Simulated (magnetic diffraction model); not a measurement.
# Which magnetic order? Be2FeSbO6

Space group P2_1/c (no. 14), a = 5.3890 Å, b = 5.3210 Å, c = 9.2100 Å, β = 123.37°.

```
site  atom       x       y       z
  2c    Sb       0     1/2       0
  2b    Fe     1/2     1/2     1/2
  4e     O  0.8718  0.0600  0.2619
  4e     O  0.2569  0.1898  0.0649
  4e     O  0.6259  0.2051  0.4396
  4e    Be  0.7346  0.4526  0.2458
```

This is a made-up structure (elements placed in a structure type, unrelaxed), so the numbers test the method and describe no known phase.

Only Fe is taken to order (form factors of Fe3+); orders and moment sizes are assumed, and not adapted to the symmetry. Radiation: neutrons of λ = 2.0775 Å, 8° to 45°; isotropic B of 0.65 Å² (Sb), 0.7 Å² (Fe), 0.98 Å² (O) and 1.09 Å² (Be). Simulated constant-wavelength pattern: nuclear and magnetic terms add, the magnetic one as |2.695 fm × Σ f S⊥ exp(2πi Q·r) exp(−B s²)|², summed over all Q at one angle with the factor 1/(sin²θ cos θ). For collinear order S is the moment m, which repeats by lattice and centring translations R with the sign exp(−2πi k·R). Free-ion form factors, Sears's scattering lengths of 1992, no absorption; a label names one of the reflections at its angle. The strongest nuclear line in the range is 100, and lines under 0.2 are left out.

Above the ordering temperature:

```
2θ (°)     index      I
 26.69   (1 0 0)   10.4
 27.46   (0 1 1)    7.1
 27.78  (1 0 -2)    1.1
 31.34   (0 0 2)    4.2
 31.86  (1 1 -1)   13.7
 35.19   (1 1 0)    7.6
 36.05  (1 1 -2)    6.8
 44.59   (1 1 1)  100.0
```

Below it (cell unchanged):

| 2θ (°) | I |
| --- | --- |
| 13.79 | 88.9 |
| 25.50 | 31.2 |
| 26.21 | 35.1 |
| 26.69 | 10.4 |
| 27.46 | 7.1 |
| 27.78 | 1.1 |
| 31.34 | 4.2 |
| 31.86 | 13.7 |
| 34.24 | 8.7 |
| 34.93 | 23.8 |
| 35.19 | 7.6 |
| 36.05 | 6.8 |
| 41.59 | 9.8 |
| 41.94 | 10.4 |
| 42.22 | 6.6 |
| 44.59 | 100.0 |

**Question.** Find the propagation vector, then choose among these models:
A. collinear moments along [001], 4.26 μB on Fe; signs + at (1/2, 1/2, 1/2), − at (1/2, 0, 0)
B. collinear moments along [110], 4.26 μB on Fe; signs + at (1/2, 1/2, 1/2), + at (1/2, 0, 0)
C. collinear moments along [001], 4.26 μB on Fe; signs + at (1/2, 1/2, 1/2), + at (1/2, 0, 0)
D. collinear moments along [110], 4.26 μB on Fe; signs + at (1/2, 1/2, 1/2), − at (1/2, 0, 0)

The new lines index as (1/2 0 -1) at 13.79°, (1/2 0 1) at 25.50°, (1/2 1 0) at 26.21° and (3/2 0 -1) at 34.24°, that is as H ± k with k = (1/2 0 0). Half indices mean that the moments reverse under translations with k·R a half-integer, and the magnetic cell has twice the primitive volume.

Magnetic intensity, observed (below minus above) and for each model:

| 2θ (°) | index | observed | A | B | C | D |
| --- | --- | --- | --- | --- | --- | --- |
| 13.25 | (1/2 0 0) | <0.2 | <0.2 | 92.8 | 143.4 | <0.2 |
| 13.79 | (1/2 0 -1) | 88.9 | 15.5 | <0.2 | <0.2 | 88.9 |
| 25.50 | (1/2 0 1) | 31.2 | 25.5 | <0.2 | <0.2 | 31.2 |
| 26.21 | (1/2 1 0) | 35.1 | 64.7 | <0.2 | <0.2 | 35.1 |
| 26.36 | (1/2 0 -2) | <0.2 | <0.2 | 29.1 | 0.7 | <0.2 |
| 26.50 | (1/2 1 -1) | <0.2 | <0.2 | 34.9 | 47.8 | <0.2 |
| 34.27 | (1/2 1 1) | <0.2 | <0.2 | 24.7 | 28.9 | <0.2 |
| 34.93 | (1/2 1 -2) | 23.8 | 14.0 | <0.2 | <0.2 | 23.8 |

Model D matches.

The absence at (1/2 0 0) is telling: the sublattices cancel there.

The structure used: k = (1/2 0 0), collinear moments along [110], 4.26 μB on Fe; signs + at (1/2, 1/2, 1/2), − at (1/2, 0, 0).

[Logs are printed without paths, hosts, clocks, repeated set-up lines and the standing remarks that a program may print on its own settings, such as how far it seeks lower states.]
